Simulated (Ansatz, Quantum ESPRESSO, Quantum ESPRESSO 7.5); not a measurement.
## Screening and band shifts of F-SiC-F chair, 1 layer

Wanted: polarisability and gap of F-SiC-F chair, 1 layer against a perpendicular field.

Calculated with Quantum ESPRESSO 7.5; plane-wave DFT, RPBE, GBRV ultrasoft pseudopotentials made under PBE (geometry and cross-check by Ansatz 0.2.0 with PAW datasets; geometry under PBE).

This is a report of a sequence of runs, with most program output left out.

**1. Set-up**

The cell holds 4 atoms: 2 F, 1 C and 1 Si. Cell: a = 3.086 Å, b = 3.086 Å, c = 20.633 Å, α = 90.0°, β = 90.0°, γ = 120.0°. Vacuum lies along c.

This sheet is a model structure: its symmetry is held, and its stability is not tested here.

**2. Relaxation with Ansatz**

The geometry comes first, from a plane-wave PAW code, so that the later runs on this slab share one structure.

input.yaml

```yaml
crystal:
  lattice:
    - [3.0855, 0.0, 0.0]
    - [-1.54275, 2.6721213834, 0.0]
    - [0.0, 0.0, 20.6333333333]
  atoms:
    - { symbol: F, position: [0.6666666667, 0.3333333333, 0.4119547658] }
    - { symbol: C, position: [0.6666666667, 0.3333333333, 0.4764135703] }
    - { symbol: Si, position: [0.3333333333, 0.6666666667, 0.5066235864] }
    - { symbol: F, position: [0.3333333333, 0.6666666667, 0.5880452342] }
kpoints:
  mp_grid: { grid: [12, 12, 1] }
hamiltonian:
  xc: pbe
scf:
  occupations: { method: fermi_dirac, width: 0.05 }
  convergence: { dr2_threshold: 1.0e-08 }
efield:
  axis: 3
  dipole_correction: true
  ramp_position: 0.97
  ramp_width: 0.04
relax:
  f_tol: 0.01
  cell: { fix: [c, alpha, beta] }
output:
  write_potential: true
  write_density: true
  volumetric_format: npy
```

Started as:

```bash
$ ansatz run input.yaml --threads 4 --pin off --max-ram 8192MiB --backend cpu --events-out ev --progress --plain --runs-dir out
```

The job ended after 11 s (4 threads of Arm Neoverse V2, shared host; peak memory 0.43 GiB).

Relaxation path:

| step | energy less that of the first step (eV) | largest force component (eV/Å) | pressure (GPa) | volume (Å³) |
| --- | --- | --- | --- | --- |
| 1 | 0.0000 | 3.7796 | 1.80 | 170.12 |
| 2 | -0.2271 | 1.6762 | 0.47 | 175.07 |
| 3 | -0.2997 | 0.4770 | 0.25 | 179.12 |
| 4 | -0.3050 | 0.1637 | -0.03 | 178.41 |
| 5 | -0.3056 | 0.0264 | 0.00 | 178.39 |
| 6 | -0.3056 | 0.0003 | -0.01 | 178.40 |
| 7* | -0.3204 | 0.0022 | 0.14 | 178.40 |
| 8 | -0.3202 | 0.0132 | 0.06 | 179.09 |
| 9 | -0.3199 | 0.0069 | 0.00 | 179.40 |
| 10* | -0.3212 | 0.0066 | 0.01 | 179.40 |

Relaxation steps marked * repeat the geometry before them on a plane-wave basis chosen anew for their cell, so energy and pressure can jump there.

| cell as run | before | after | change |
| --- | --- | --- | --- |
| a (Å) | 3.086 | 3.169 | +2.7 % |
| b (Å) | 3.086 | 3.169 | +2.7 % |

The atoms that moved most (Å, along periodic axes as changes of fractional coordinates times the final cell, across vacuum about the mean position):

| atom | dx | dy | dz | length |
| --- | --- | --- | --- | --- |
| C2 | 0.000 | 0.000 | 0.073 | 0.073 |
| F4 | 0.000 | 0.000 | -0.059 | 0.059 |
| F1 | 0.000 | 0.000 | -0.032 | 0.032 |
| Si3 | 0.000 | 0.000 | 0.018 | 0.018 |

The relaxed structure:

```xyz
4
Lattice="3.1686 0.0000 0.0000 -1.5843 2.7441 0.0000 0.0000 0.0000 20.6333" Properties=species:S:1:pos:R:3
F     1.5843    0.9147    8.4681
C     1.5843    0.9147    9.9027
Si    0.0000    1.8294   10.4715
F     0.0000    1.8294   12.0744
```

This step gave:

```
free energy                                                      : -2503.2076 eV
Fermi energy                                                     : -3.423 eV
gap by band count                                                : 1.951 eV
symmetry operations                                              : 6
dipole along the normal                                          : -0.004015 e·Å
vacuum level at the upper face over a Fermi level inside the gap : 6.566 eV
vacuum level at the lower face over a Fermi level inside the gap : 6.483 eV
```

**3. Self-consistent run: no field**

The zero-field run is the reference. tefield and dipfield are on already, so that all runs share k-points and boundary.

Level of this step: plane-wave DFT, RPBE, GBRV ultrasoft pseudopotentials made under PBE (Quantum ESPRESSO 7.5). input_dft overrides the functional of the files.

f0.in

```
&control
  prefix = 'f0'
  outdir = './out'
  pseudo_dir = './pseudo'
  calculation = 'scf'
  tprnfor = .true.
  tefield = .true.
  dipfield = .true.
/
&system
  ibrav = 0
  nat = 4
  ntyp = 3
  ecutwfc = 40
  ecutrho = 200
  input_dft = 'rpbe'
  occupations = 'smearing'
  smearing = 'fd'
  degauss = 0.004
  edir = 3
  emaxpos = 0.97
  eopreg = 0.04
  eamp = 0.0
/
&electrons
  conv_thr = 1e-09
  mixing_beta = 0.4
  electron_maxstep = 120
  mixing_mode = 'plain'
/
ATOMIC_SPECIES
  F   18.9984  f_pbe_v1.4.uspp.F.UPF
  C   12.0110  c_pbe_v1.2.uspp.F.UPF
  Si  28.0850  si_pbe_v1.uspp.F.UPF
CELL_PARAMETERS angstrom
  3.16858324911543 0.00000000000000 0.00000000000000
  -1.58429162455771 2.74407358773980 -0.00000000000000
  0.00000000000000 -0.00000000000000 20.63333333330000
ATOMIC_POSITIONS crystal
  F   0.666666666667 0.333333333333 0.410407102939
  C   0.666666666667 0.333333333333 0.479934719151
  Si  0.333333333333 0.666666666667 0.507506111400
  F   0.333333333333 0.666666666667 0.585189223210
K_POINTS automatic
  12 12 1 0 0 0
```

Started as:

```bash
$ OMP_NUM_THREADS=1 mpirun -n 4 pw.x -nk 4 -in f0.in > f0.out
```

Elapsed: 21 s, on 4 MPI ranks; peak memory 0.41 GiB; 85 s of CPU time.

Read from the output:

```
free energy                          : -1612.3389 eV
Fermi energy                         : -3.358 eV
dipole along the normal              : -0.005330 e·Å
valence top, on the run's zero       : -4.445 eV
conduction bottom, on the run's zero : -2.357 eV
gap by band count                    : 2.088 eV
```

The program's own clock; routines nest. Time by routine:

| routine | wall time (s) | calls |
| --- | --- | --- |
| PWSCF | 20.71 | 1 |
| electrons | 19.41 | 1 |
| c_bands | 15.52 | 11 |
| cegterg | 14.04 | 209 |
| h_psi | 10.97 | 1052 |
| fftw | 9.77 | 20357 |
| vloc_psi | 9.3 | 1052 |
| sum_band | 2.8 | 11 |
| calbec | 1.15 | 1337 |
| init_run | 0.9 | 1 |
| add_vuspsi | 0.83 | 1052 |
| s_psi | 0.81 | 1052 |
| h_psi:calbec | 0.79 | 1052 |
| init_us_2 | 0.55 | 456 |

The run needed 11 iterations to bring the estimated error under 1e-09 Ry; the largest force on any atom, held or free, is 0.32 eV/Å.

**4. Potential by pp.x**

plot_num = 11 writes the bare and Hartree potential. It leaves out exchange and correlation, which fade slowly, so it flattens close to the surface.

f0.pot.in

```
&inputpp
  prefix = 'f0'
  outdir = './out'
  filplot = 'f0.pot.dat'
  plot_num = 11
/
```

Started as:

```bash
$ OMP_NUM_THREADS=1 mpirun -n 4 pp.x -in f0.pot.in > f0.pot.out
```

The job ended after 0.84 s (4 MPI ranks; peak memory 0.09 GiB; 3 s of CPU time).

This step gave:

```
slope of the potential above                                          : 3.18e-6 eV/Å
upper vacuum line continued to the top atoms, over the valence top    : 7.609 eV
slope of the potential below                                          : -1.71e-5 eV/Å
lower vacuum line continued to the bottom atoms, over the valence top : 7.498 eV
vacuum level at the upper face over the valence top of the mesh       : 7.609 eV
vacuum level at the lower face over the valence top of the mesh       : 7.499 eV
```

The vacuum is flat to 0.1 meV/Å, so its level is well defined. Inside the slab the curve depends on the local part of the pseudopotentials; only the vacuum level has a meaning of its own.

**5. Bands along a path: no field**

A bands run reads the converged density and follows the path given under K_POINTS.

f0.bands.in, as its differences from the input of step 3:

```diff
@@ -1,7 +1,6 @@
 &control
-  prefix = 'f0'
+  prefix = 'f0.bands'
   outdir = './out'
   pseudo_dir = './pseudo'
-  calculation = 'scf'
-  tprnfor = .true.
+  calculation = 'bands'
   tefield = .true.
@@ -23,8 +22,9 @@
   eamp = 0.0
+  nbnd = 17
 /
 &electrons
-  conv_thr = 1e-09
+  conv_thr = 1e-07
   mixing_beta = 0.4
   electron_maxstep = 120
-  mixing_mode = 'plain'
+  mixing_mode = 'local-TF'
 /
@@ -43,3 +43,7 @@
   F   0.333333333333 0.666666666667 0.585189223210
-K_POINTS automatic
-  12 12 1 0 0 0
+K_POINTS crystal_b
+4
+  0.0000000000 0.0000000000 0.0000000000 14
+  0.5000000000 0.0000000000 0.0000000000 14
+  0.3333333333 0.3333333333 0.0000000000 14
+  0.0000000000 0.0000000000 0.0000000000 1
```

Started as:

```bash
$ cp -r out/f0.save out/f0.bands.save
$ cp out/f0.xml out/f0.bands.xml
$ OMP_NUM_THREADS=1 mpirun -n 4 pw.x -nk 4 -in f0.bands.in > f0.bands.out
```

The job ended after 11 s (4 MPI ranks; peak memory 0.29 GiB).

Band numbers count within the set of bands kept for display. Electronic bands along the path, in eV, zero at the highest filled level of the SCF mesh; v1 is the highest filled band, c1 the lowest empty one:

| point | v4 | v3 | v2 | v1 | c1 | c2 | c3 |
| --- | --- | --- | --- | --- | --- | --- | --- |
| Γ | -3.95 | -3.95 | 0.00 | 0.00 | 2.09 | 5.79 | 6.90 |
| halfway | -4.21 | -4.04 | -1.98 | -0.59 | 3.35 | 5.72 | 7.70 |
| M | -4.43 | -4.13 | -3.09 | -0.99 | 3.74 | 6.01 | 7.40 |
| halfway | -4.56 | -4.12 | -2.98 | -1.76 | 5.28 | 6.26 | 7.85 |
| K | -4.69 | -4.10 | -2.79 | -2.38 | 6.33 | 7.27 | 7.71 |
| halfway | -4.26 | -4.09 | -2.14 | -1.11 | 3.87 | 6.65 | 7.35 |
| Γ | -3.95 | -3.95 | 0.00 | 0.00 | 2.09 | 5.79 | 6.90 |

Along this path the valence top lies at Γ and the conduction bottom at Γ.

**6. SCF with pw.x: field 0.1 V/Å**

eamp is the field in Hartree atomic units (1 a.u. = 51.42 V/Å). With dipfield on, it is the field in the vacuum beside an isolated sheet. The run starts from the density of the one before.

f1.in, as its differences from the input of step 3:

```diff
@@ -1,3 +1,3 @@
 &control
-  prefix = 'f0'
+  prefix = 'f1'
   outdir = './out'
@@ -22,3 +22,3 @@
   eopreg = 0.04
-  eamp = 0.0
+  eamp = 0.00194469
 /
@@ -29,2 +29,3 @@
   mixing_mode = 'plain'
+  startingpot = 'file'
 /
```

Started as:

```bash
$ cp -r out/f0.save out/f1.save
$ OMP_NUM_THREADS=1 mpirun -n 4 pw.x -nk 4 -in f1.in > f1.out
```

Run time: 17 s. Hardware: 4 MPI ranks; peak memory 0.41 GiB; 68 s of CPU time.

This step gave:

```
free energy                          : -1612.3392 eV
Fermi energy                         : -3.389 eV
dipole along the normal              : 0.01103 e·Å
valence top, on the run's zero       : -4.448 eV
conduction bottom, on the run's zero : -2.358 eV
gap by band count                    : 2.090 eV
```

The dipole goes from -0.0053 to 0.0110 e Å, 0.1636 e Å per V/Å.

**7. Potential by pp.x**

f1.pot.in

```
&inputpp
  prefix = 'f1'
  outdir = './out'
  filplot = 'f1.pot.dat'
  plot_num = 11
/
```

Started as:

```bash
$ OMP_NUM_THREADS=1 mpirun -n 4 pp.x -in f1.pot.in > f1.pot.out
```

Wall time 0.85 s (4 MPI ranks); peak memory 0.1 GiB; 3 s of CPU time.

Numbers from this step:

| Item | Value |
| --- | --- |
| slope of the potential above | 0.1000 eV/Å |
| upper vacuum line continued to the top atoms, over the valence top | 7.636 eV |
| slope of the potential below | 0.09998 eV/Å |
| lower vacuum line continued to the bottom atoms, over the valence top | 7.505 eV |

The slope in the vacuum is 0.100 eV/Å for an applied 0.10 V/Å, as it should be.

**8. Self-consistent run: field 0.2 V/Å**

f2.in, as its differences from the input of step 6:

```diff
@@ -1,3 +1,3 @@
 &control
-  prefix = 'f1'
+  prefix = 'f2'
   outdir = './out'
@@ -22,3 +22,3 @@
   eopreg = 0.04
-  eamp = 0.00194469
+  eamp = 0.00388938
 /
```

Started as:

```bash
$ cp -r out/f0.save out/f2.save
$ OMP_NUM_THREADS=1 mpirun -n 4 pw.x -nk 4 -in f2.in > f2.out
```

Wall time 17 s (4 MPI ranks); peak memory 0.41 GiB.

Numbers from this step:

```
free energy                          : -1612.3411 eV
Fermi energy                         : -3.364 eV
dipole along the normal              : 0.02738 e·Å
valence top, on the run's zero       : -4.451 eV
conduction bottom, on the run's zero : -2.359 eV
gap by band count                    : 2.091 eV
```

The dipole goes from -0.0053 to 0.0274 e Å, 0.1635 e Å per V/Å.

**9. Electrostatic potential**

f2.pot.in

```
&inputpp
  prefix = 'f2'
  outdir = './out'
  filplot = 'f2.pot.dat'
  plot_num = 11
/
```

Started as:

```bash
$ OMP_NUM_THREADS=1 mpirun -n 4 pp.x -in f2.pot.in > f2.pot.out
```

Run time: 0.85 s. Hardware: 4 MPI ranks; peak memory 0.1 GiB.

Read from the output:

```
slope of the potential above                                          : 0.2000 eV/Å
upper vacuum line continued to the top atoms, over the valence top    : 7.663 eV
slope of the potential below                                          : 0.2000 eV/Å
lower vacuum line continued to the bottom atoms, over the valence top : 7.512 eV
```

The slope in the vacuum is 0.200 eV/Å for an applied 0.20 V/Å, as it should be.

**10. Band structure: field 0.2 V/Å**

f2.bands.in, as its differences from the input of step 5:

```diff
@@ -1,3 +1,3 @@
 &control
-  prefix = 'f0.bands'
+  prefix = 'f2.bands'
   outdir = './out'
@@ -21,3 +21,3 @@
   eopreg = 0.04
-  eamp = 0.0
+  eamp = 0.00388938
   nbnd = 17
```

Started as:

```bash
$ cp -r out/f2.save out/f2.bands.save
$ cp out/f2.xml out/f2.bands.xml
$ OMP_NUM_THREADS=1 mpirun -n 4 pw.x -nk 4 -in f2.bands.in > f2.bands.out
```

Elapsed: 10 s, on 4 MPI ranks; peak memory 0.29 GiB.

Band numbers count within the set of bands kept for display. The electronic bands at the labelled points (eV, zero at the highest filled level of the SCF mesh; v1 is the highest filled band, c1 the lowest empty one):

| point | v4 | v3 | v2 | v1 | c1 | c2 | c3 | c4 |
| --- | --- | --- | --- | --- | --- | --- | --- | --- |
| Γ | -3.85 | -3.85 | 0.00 | 0.00 | 2.09 | 5.88 | 6.20 | 7.00 |
| halfway | -4.13 | -3.95 | -1.99 | -0.59 | 3.36 | 5.74 | 7.41 | 7.89 |
| M | -4.35 | -4.05 | -3.11 | -0.99 | 3.75 | 6.02 | 7.44 | 10.56 |
| halfway | -4.48 | -4.03 | -2.99 | -1.77 | 5.29 | 6.28 | 7.89 | 9.41 |
| K | -4.62 | -4.01 | -2.81 | -2.39 | 6.33 | 7.32 | 7.73 | 9.08 |
| halfway | -4.19 | -4.00 | -2.15 | -1.12 | 3.88 | 6.67 | 7.40 | 7.86 |
| Γ | -3.85 | -3.85 | 0.00 | 0.00 | 2.09 | 5.88 | 6.20 | 7.00 |

Upper empty bands that drop with the field can be states of the vacuum, held by the sawtooth; they depend on the cell's width.

Along this path the valence top lies at Γ and the conduction bottom at Γ.

**11. Self-consistent run: field -0.2 V/Å**

f3.in, as its differences from the input of step 8:

```diff
@@ -1,3 +1,3 @@
 &control
-  prefix = 'f2'
+  prefix = 'f3'
   outdir = './out'
@@ -22,3 +22,3 @@
   eopreg = 0.04
-  eamp = 0.00388938
+  eamp = -0.00388938
 /
```

Started as:

```bash
$ cp -r out/f0.save out/f3.save
$ OMP_NUM_THREADS=1 mpirun -n 4 pw.x -nk 4 -in f3.in > f3.out
```

Elapsed: 17 s, on 4 MPI ranks; peak memory 0.42 GiB.

This step gave:

* free energy: -1612.3433 eV
* Fermi energy: -3.363 eV
* dipole along the normal: -0.03802 e·Å
* valence top, on the run's zero: -4.440 eV
* conduction bottom, on the run's zero: -2.358 eV
* gap by band count: 2.082 eV

The dipole goes from -0.0053 to -0.0380 e Å, 0.1634 e Å per V/Å.

**12. Potential by pp.x**

f3.pot.in

```
&inputpp
  prefix = 'f3'
  outdir = './out'
  filplot = 'f3.pot.dat'
  plot_num = 11
/
```

Started as:

```bash
$ OMP_NUM_THREADS=1 mpirun -n 4 pp.x -in f3.pot.in > f3.pot.out
```

Wall time 0.85 s (4 MPI ranks); peak memory 0.1 GiB.

This step gave:

```
slope of the potential above                                          : -0.2000 eV/Å
upper vacuum line continued to the top atoms, over the valence top    : 7.556 eV
slope of the potential below                                          : -0.2000 eV/Å
lower vacuum line continued to the bottom atoms, over the valence top : 7.486 eV
```

The slope in the vacuum is -0.200 eV/Å for an applied -0.20 V/Å, as it should be.

Each curve counts from the valence top of its own run.

The potential energy (potential at 0 V/Å) oscillates, so the rows of the table below give means over windows of 1 Å about each position, cut where the curve ends. Its maxima inside the range that stand out by 2 % of the span (Å: eV): 9.1: 1.39, 11.5: 0.840. Its minima: 8.5: -2.17, 10.2: -15.0, 12.0: -2.47.

The runs together. The potential energy by z; means over each step:

| z (Å) | potential at 0 V/Å (eV) | potential at 0.1 V/Å (eV) | potential at 0.2 V/Å (eV) | potential at -0.2 V/Å (eV) |
| --- | --- | --- | --- | --- |
| 0 | 7.50 | 6.78 | 6.06 | 8.95 |
| 1 | 7.50 | 6.76 | 6.02 | 8.98 |
| 2 | 7.50 | 6.86 | 6.22 | 8.78 |
| 3 | 7.50 | 6.96 | 6.42 | 8.58 |
| 4 | 7.50 | 7.06 | 6.62 | 8.38 |
| 5 | 7.50 | 7.16 | 6.82 | 8.18 |
| 6 | 7.50 | 7.26 | 7.02 | 7.98 |
| 7 | 7.42 | 7.28 | 7.14 | 7.71 |
| 8 | 3.43 | 3.37 | 3.31 | 3.55 |
| 9 | -0.552 | -0.569 | -0.587 | -0.518 |
| 10 | -12.2 | -12.1 | -12.1 | -12.2 |
| 11 | -5.77 | -5.74 | -5.72 | -5.82 |
| 12 | -0.376 | -0.311 | -0.246 | -0.506 |
| 13 | 6.74 | 6.87 | 6.99 | 6.49 |
| 14 | 7.60 | 7.82 | 8.04 | 7.16 |
| 15 | 7.61 | 7.93 | 8.25 | 6.97 |
| 16 | 7.61 | 8.03 | 8.45 | 6.77 |
| 17 | 7.61 | 8.13 | 8.65 | 6.57 |
| 18 | 7.61 | 8.23 | 8.85 | 6.37 |
| 19 | 7.61 | 8.33 | 9.05 | 6.17 |
| 20 | 7.59 | 8.16 | 8.73 | 6.46 |

**13. Band structure: field -0.2 V/Å**

f3.bands.in, as its differences from the input of step 10:

```diff
@@ -1,3 +1,3 @@
 &control
-  prefix = 'f2.bands'
+  prefix = 'f3.bands'
   outdir = './out'
@@ -21,3 +21,3 @@
   eopreg = 0.04
-  eamp = 0.00388938
+  eamp = -0.00388938
   nbnd = 17
```

Started as:

```bash
$ cp -r out/f3.save out/f3.bands.save
$ cp out/f3.xml out/f3.bands.xml
$ OMP_NUM_THREADS=1 mpirun -n 4 pw.x -nk 4 -in f3.bands.in > f3.bands.out
```

Elapsed: 11 s, on 4 MPI ranks; peak memory 0.29 GiB.

Band numbers count within the set of bands kept for display. Electronic bands along the path, in eV, zero at the highest filled level of the SCF mesh; v1 is the highest filled band, c1 the lowest empty one:

| point | v4 | v3 | v2 | v1 | c1 | c2 | c3 | c4 |
| --- | --- | --- | --- | --- | --- | --- | --- | --- |
| Γ | -4.03 | -4.03 | 0.00 | 0.00 | 2.08 | 5.65 | 6.40 | 7.26 |
| halfway | -4.29 | -4.11 | -1.97 | -0.59 | 3.34 | 5.69 | 7.39 | 7.90 |
| M | -4.50 | -4.21 | -3.07 | -0.99 | 3.72 | 6.00 | 7.35 | 10.68 |
| halfway | -4.63 | -4.20 | -2.96 | -1.76 | 5.27 | 6.24 | 7.80 | 9.38 |
| K | -4.76 | -4.19 | -2.77 | -2.38 | 6.33 | 7.23 | 7.68 | 9.05 |
| halfway | -4.32 | -4.18 | -2.13 | -1.11 | 3.86 | 6.63 | 7.28 | 7.96 |
| Γ | -4.03 | -4.03 | 0.00 | 0.00 | 2.08 | 5.65 | 6.40 | 7.26 |

Upper empty bands that drop with the field can be states of the vacuum, held by the sawtooth; they depend on the cell's width.

Along this path the valence top lies at Γ and the conduction bottom at Γ.

**14. Valence density**

The density shows how far the electrons spill into the vacuum.

f0.rho.in

```
&inputpp
  prefix = 'f0'
  outdir = './out'
  filplot = 'f0.rho.dat'
  plot_num = 0
/
```

Started as:

```bash
$ OMP_NUM_THREADS=1 mpirun -n 4 pp.x -in f0.rho.in > f0.rho.out
```

Run time: 0.85 s. Hardware: 4 MPI ranks; peak memory 0.1 GiB.

Read from the output:

| Property | Result |
| --- | --- |
| electrons by integration | 22.00 e |

Mean over planes. Table of valence density, planar mean by z:

| z (Å) | valence density, planar mean (e/Å³) |
| --- | --- |
| 6.0 | 5.9e-5 |
| 6.5 | 4.6e-4 |
| 7.0 | 0.00372 |
| 7.5 | 0.0342 |
| 8.0 | 0.333 |
| 8.5 | 1.05 |
| 9.0 | 0.335 |
| 9.5 | 0.344 |
| 10.0 | 0.614 |
| 10.5 | 0.427 |
| 11.0 | 0.190 |
| 11.5 | 0.316 |
| 12.0 | 0.994 |
| 12.5 | 0.401 |
| 13.0 | 0.0435 |
| 13.5 | 0.00491 |
| 14.0 | 6.1e-4 |
| 14.5 | 7.9e-5 |

Valence density in the ca plane at fractional y = 0.333, with atoms of F and C within 0.2 Å of it. It is the smooth field of the valence electrons, not physical close to the nuclei.

Ten steps, logarithmic in the rise over the least value, from '0' (0 e/Å³) to '9' (12 e/Å³), each cell a mean:
```
00000000000000000013443344311100000000000000
00000000000000000137875555310000000000000000
00000000000000000148986555310000000000000000
00000000000000000036864455310000000000000000
00000000000000000013432344311110000000000000
00000000000000000000111223211221000000000000
00000000000000000000000122212222100000000000
00000000000000000001111233211121000000000000
```
Columns run along c (16.0 Å, from fractional 0.06 to 0.83 of the cell), rows up along a (3.2 Å). Atoms in or near the plane, at fractional coordinates: F at (0.41, 0.67), C at (0.48, 0.67).

The density integrates to 22.000 electrons, as the 22 of the input ask.

**15. Density by pp.x**

f2.rho.in

```
&inputpp
  prefix = 'f2'
  outdir = './out'
  filplot = 'f2.rho.dat'
  plot_num = 0
/
```

Started as:

```bash
$ OMP_NUM_THREADS=1 mpirun -n 4 pp.x -in f2.rho.in > f2.rho.out
```

The job ended after 0.84 s (4 MPI ranks; peak memory 0.1 GiB).

(Part 1 of 2 ends here.)

[Logs are printed without paths, hosts, clocks, repeated set-up lines and the standing remarks that a program may print on its own settings, such as how far it seeks lower states.]

[Hosts, paths, dates, database ids (printed as entryN), source tags and the programs' standing remarks are cut or masked in the printed files.]

[Maps of the electrostatic potential energy from Ansatz leave out the sawtooth potential of an applied field or a dipole correction, so their vacuum need not be flat; planar profiles and work functions include it.]
